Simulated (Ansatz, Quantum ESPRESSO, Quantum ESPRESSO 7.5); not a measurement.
**honeycomb AsN, 1 layer: biaxial strain by an ASE script**

Aim: band edges, gap and stiffness of honeycomb AsN, 1 layer under biaxial strain.

Program: Quantum ESPRESSO 7.5. Level of theory: plane-wave DFT, PBE, GBRV ultrasoft pseudopotentials (geometry by Ansatz 0.2.0 with PAW datasets; geometry under PBE). Results are calculated unless marked as measured.

Most raw output is cut from this account.

## (1) The starting structure

The cell holds 2 atoms: 1 N and 1 As. Cell: a = 2.980 Å, b = 2.980 Å, c = 15.970 Å, α = 90.0°, β = 90.0°, γ = 120.0°. It derives from AsN. Vacuum lies along c.

This sheet is a model structure: its symmetry is held, and its stability is not tested here.

## (2) Relaxation with Ansatz

The geometry comes first, from a plane-wave PAW code, so that the later runs on this slab share one structure.

input.yaml reads:

```yaml
crystal:
  lattice:
    - [2.98, 0.0, 0.0]
    - [-1.49, 2.5807557033, 0.0]
    - [0.0, 0.0, 15.97]
  atoms:
    - { symbol: "N", position: [0.6666666667, 0.3333333333, 0.4696305573] }
    - { symbol: As, position: [0.3333333333, 0.6666666667, 0.5303694427] }
kpoints:
  mp_grid: { grid: [12, 12, 1] }
hamiltonian:
  xc: pbe
scf:
  occupations: { method: fermi_dirac, width: 0.05 }
  convergence: { dr2_threshold: 1.0e-08 }
efield:
  axis: 3
  dipole_correction: true
  ramp_position: 0.97
  ramp_width: 0.04
relax:
  f_tol: 0.01
  cell: { fix: [c, alpha, beta] }
output:
  write_potential: true
  write_density: true
  volumetric_format: npy
```

Run with:

```bash
$ ansatz run input.yaml --threads 2 --pin off --max-ram 4096MiB --backend cpu --events-out ev --progress --plain --runs-dir out
```

The job ended after 6 s (2 threads of Arm Neoverse V2, shared host; peak memory 0.44 GiB; 12 s of CPU time).

Relaxation path:

```tsv
step	energy less that of the first step (eV)	largest force component (eV/Å)	pressure (GPa)	volume (Å³)
1	0.0000	0.3669	-0.53	122.82
2	-0.0043	0.1069	-0.30	122.68
3	-0.0062	0.0053	0.00	121.68
4*	-0.0057	0.0053	-0.01	121.68
```

Relaxation steps marked * repeat the geometry before them on a plane-wave basis chosen anew for their cell, so energy and pressure can jump there.

Forces are held to the 6 operations that the run works with; a distortion that breaks them can't arise in this run.

```tsv
cell as run	before	after	change
a (Å)	2.980	2.966	-0.5 %
b (Å)	2.980	2.966	-0.5 %
```

The atoms that moved most (Å, along periodic axes as changes of fractional coordinates times the final cell, across vacuum about the mean position):

```tsv
atom	dx	dy	dz	length
N1	0.000	0.000	0.010	0.010
As2	0.000	0.000	-0.010	0.010
```

The relaxed structure:

```xyz
2
Lattice="2.9662 0.0000 0.0000 -1.4831 2.5688 0.0000 0.0000 0.0000 15.9700" Properties=species:S:1:pos:R:3
N     1.4831    0.8563    7.5100
As    0.0000    1.7125    8.4600
```

Read from the output:

```
free energy                                                      : -5238.8600 eV
Fermi energy                                                     : -1.982 eV
gap by band count                                                : 1.997 eV
symmetry operations                                              : 6
dipole along the normal                                          : 0.07844 e·Å
vacuum level at the upper face over a Fermi level inside the gap : 4.678 eV
vacuum level at the lower face over a Fermi level inside the gap : 6.541 eV
```

## (3) The script

Under ESM bc1 levels count from the vacuum, or from the mean of the two vacuum levels where the sheet has a dipole, so band edges at unlike strains can be compared.

Level of this step: plane-wave DFT, PBE, GBRV ultrasoft pseudopotentials (Quantum ESPRESSO 7.5).

run.py reads:

```python
import json
import numpy as np
from ase import Atoms
from ase.calculators.espresso import Espresso, EspressoProfile

profile = EspressoProfile(command='mpirun -n 2 pw.x -nk 2', pseudo_dir='../pseudo')
pseudopotentials = {'As': 'as_pbe_v1.uspp.F.UPF', 'N': 'n_pbe_v1.2.uspp.F.UPF'}
system = {'ecutwfc': 40, 'ecutrho': 200, 'occupations': 'smearing', 'smearing': 'fd', 'degauss': 0.002}


def calculator(name, kpts, **extra):
    data = dict(control=dict(tprnfor=True, verbosity='high', disk_io='none'),
                system=system | extra,
                electrons=dict(conv_thr=1e-09, mixing_beta=0.4, mixing_mode='plain',
                               electron_maxstep=100))
    return Espresso(profile=profile, directory=name, pseudopotentials=pseudopotentials, kpts=kpts, input_data=data)


def centre(atoms):
    z = atoms.positions[:, 2]
    atoms.positions[:, 2] -= (z.max() + z.min()) / 2  # ESM wants the slab about z = 0
    return atoms

sheet = Atoms(
    ['N', 'As'],
    scaled_positions=[
        [0.6666666667, 0.3333333333, 0.4702589636],
        [0.3333333333, 0.6666666667, 0.5297410364]],
    cell=[
        [2.966151273652, 0.000000000000, 0.000000000000],
        [-1.483075636826, 2.568762354450, 0.000000000000],
        [0.000000000000, 0.000000000000, 15.970000000000]],
    pbc=True)

rows = []
for strain in [-0.03, -0.015, 0.0, 0.015, 0.03]:
    atoms = sheet.copy()
    atoms.set_cell(sheet.cell.array * [[1 + strain], [1 + strain], [1]], scale_atoms=True)
    atoms = centre(atoms)
    atoms.calc = calculator(f's{strain:+.3f}', (18, 18, 1), assume_isolated='esm', esm_bc='bc1', nbnd=9)
    energy = atoms.get_potential_energy()
    levels = np.array([atoms.calc.get_eigenvalues(kpt=i) for i in range(len(atoms.calc.get_ibz_k_points()))])
    top, bottom = levels[:, 4].max(), levels[:, 5].min()
    direct = (levels[:, 5] - levels[:, 4]).min()
    rows.append([strain, energy, top, bottom, direct])
    print(f'strain {strain:+.3f}: E = {energy:.5f} eV, valence top {top:.3f}, conduction bottom {bottom:.3f}, '
          f'gap {bottom - top:.3f}, least direct gap {direct:.3f} eV')

x, energy, top, bottom, direct = np.array(rows).T
area = np.linalg.norm(np.cross(*sheet.cell[:2]))
stiffness = np.polyfit(x, energy, 2)[0] / area * 16.0218  # C11 + C12, heights clamped
print(f'valence and conduction edges move by {np.polyfit(x, top, 1)[0]:.2f} and {np.polyfit(x, bottom, 1)[0]:.2f} eV per unit biaxial strain')
print(f'C11 + C12 with clamped heights: {stiffness:.1f} N/m')
json.dump(dict(rows=rows, stiffness=stiffness), open('result.json', 'w'))
```

Run with:

```bash
$ OMP_NUM_THREADS=1 python run.py
```

Wall time 1.7 min (2 MPI ranks); peak memory 0.29 GiB; 3.4 min of CPU time.

This step gave:

```
biaxial stiffness : 148.5 N/m
```

Band edge from the vacuum level against biaxial strain:

```tsv
biaxial strain (%)	valence top (eV)	conduction bottom (eV)
-3.00	-6.77	-4.65
-1.50	-6.71	-4.67
0.00	-6.64	-4.69
1.50	-6.57	-4.70
3.00	-6.49	-4.71
```

Table of gap by biaxial strain:

```tsv
biaxial strain (%)	on the mesh (eV)	least direct (eV)
-3.00	2.11	2.79
-1.50	2.03	2.67
0.00	1.95	2.56
1.50	1.86	2.46
3.00	1.78	2.22
```

The energy over the lowest by biaxial strain:

```tsv
biaxial strain (%)	energy over the lowest (meV)
-3.00	94.9
-1.50	29.3
0.00	0
1.50	2.28
3.00	32.2
```

## (4) Running the series: PBEsol, GBRV ultrasoft

Level of this step: plane-wave DFT, PBEsol, GBRV ultrasoft pseudopotentials (Quantum ESPRESSO 7.5).

run.py, as its differences from the input of step 3:

```diff
@@ -6,3 +6,3 @@
 profile = EspressoProfile(command='mpirun -n 2 pw.x -nk 2', pseudo_dir='../pseudo')
-pseudopotentials = {'As': 'as_pbe_v1.uspp.F.UPF', 'N': 'n_pbe_v1.2.uspp.F.UPF'}
+pseudopotentials = {'As': 'as_pbesol_v1.uspp.F.UPF', 'N': 'n_pbesol_v1.2.uspp.F.UPF'}
 system = {'ecutwfc': 40, 'ecutrho': 200, 'occupations': 'smearing', 'smearing': 'fd', 'degauss': 0.002}
```

Run with:

```bash
$ OMP_NUM_THREADS=1 python run.py
```

Elapsed: 1.7 min, on 2 MPI ranks; peak memory 0.29 GiB.

Read from the output:

| Quantity | Value |
| --- | --- |
| biaxial stiffness | 144.0 N/m |

Band edge from the vacuum level against biaxial strain:

```tsv
biaxial strain (%)	valence top (eV)	conduction bottom (eV)
-3.00	-6.82	-4.77
-1.50	-6.76	-4.79
0.00	-6.69	-4.81
1.50	-6.61	-4.82
3.00	-6.54	-4.83
```

Gap against biaxial strain:

```tsv
biaxial strain (%)	on the mesh (eV)	least direct (eV)
-3.00	2.05	2.72
-1.50	1.96	2.60
0.00	1.88	2.49
1.50	1.79	2.39
3.00	1.71	2.18
```

The energy over the lowest by biaxial strain:

```tsv
biaxial strain (%)	energy over the lowest (meV)
-3.00	40.3
-1.50	2.55
0.00	0
1.50	28.1
3.00	82.8
```

## (5) Worked from the printed numbers

Under equal strain ε in the plane, E = A (C11 + C12) ε². From the points at ±1.5 %: d²E/dε² = (29.33 + 2.28 − 2 × 0.00) meV / 0.015² = 141 eV, and 141/(2 × 7.619 Å²) × 16.02 = 148 N/m.

## (6) Results

- C11 + C12, heights clamped, PBE, GBRV ultrasoft: 148 N/m
- gap on the mesh at zero strain, PBE, GBRV ultrasoft: 1.95 eV
- valence top below the mean of the two vacuum levels at zero strain, PBE, GBRV ultrasoft: 6.64 eV
- shift of the valence top per unit biaxial strain, PBE, GBRV ultrasoft: 4.6 eV
- shift of the conduction bottom per unit biaxial strain, PBE, GBRV ultrasoft: -1.0 eV
- C11 + C12, heights clamped, PBEsol, GBRV ultrasoft: 144 N/m
- gap on the mesh at zero strain, PBEsol, GBRV ultrasoft: 1.88 eV
- valence top below the mean of the two vacuum levels at zero strain, PBEsol, GBRV ultrasoft: 6.69 eV
- shift of the valence top per unit biaxial strain, PBEsol, GBRV ultrasoft: 4.7 eV
- shift of the conduction bottom per unit biaxial strain, PBEsol, GBRV ultrasoft: -1.0 eV

**Reading.** The sheet's biaxial stiffness comes to 148 N/m and its gap at zero strain to 1.95 eV (PBE, GBRV ultrasoft). From −3 % to +3 % the gap on the mesh goes from 2.11 to 1.78 eV; it is indirect at every strain. Heights are clamped under strain, which makes a sheet with several atomic planes too stiff. Zero strain is the PBE cell; under PBE the energy is lowest near +0.7 %, so its stiffness is taken away from its own minimum. Zero strain is the PBE cell; under PBEsol the energy is lowest near -0.5 %, so its stiffness is taken away from its own minimum. Semilocal gaps are too small. The sheet carries a dipole, so the two faces have unlike vacuum levels and the zero lies between them. Spin-orbit coupling is left out; depending on the atoms that carry the levels of interest, it can split and shift them by tens to hundreds of meV.

[Logs are printed without paths, hosts, clocks, repeated set-up lines and the standing remarks that a program may print on its own settings, such as how far it seeks lower states.]

[Hosts, paths, dates, database ids (printed as entryN), source tags and the programs' standing remarks are cut or masked in the printed files.]

[Maps of the electrostatic potential energy from Ansatz leave out the sawtooth potential of an applied field or a dipole correction, so their vacuum need not be flat; planar profiles and work functions include it.]
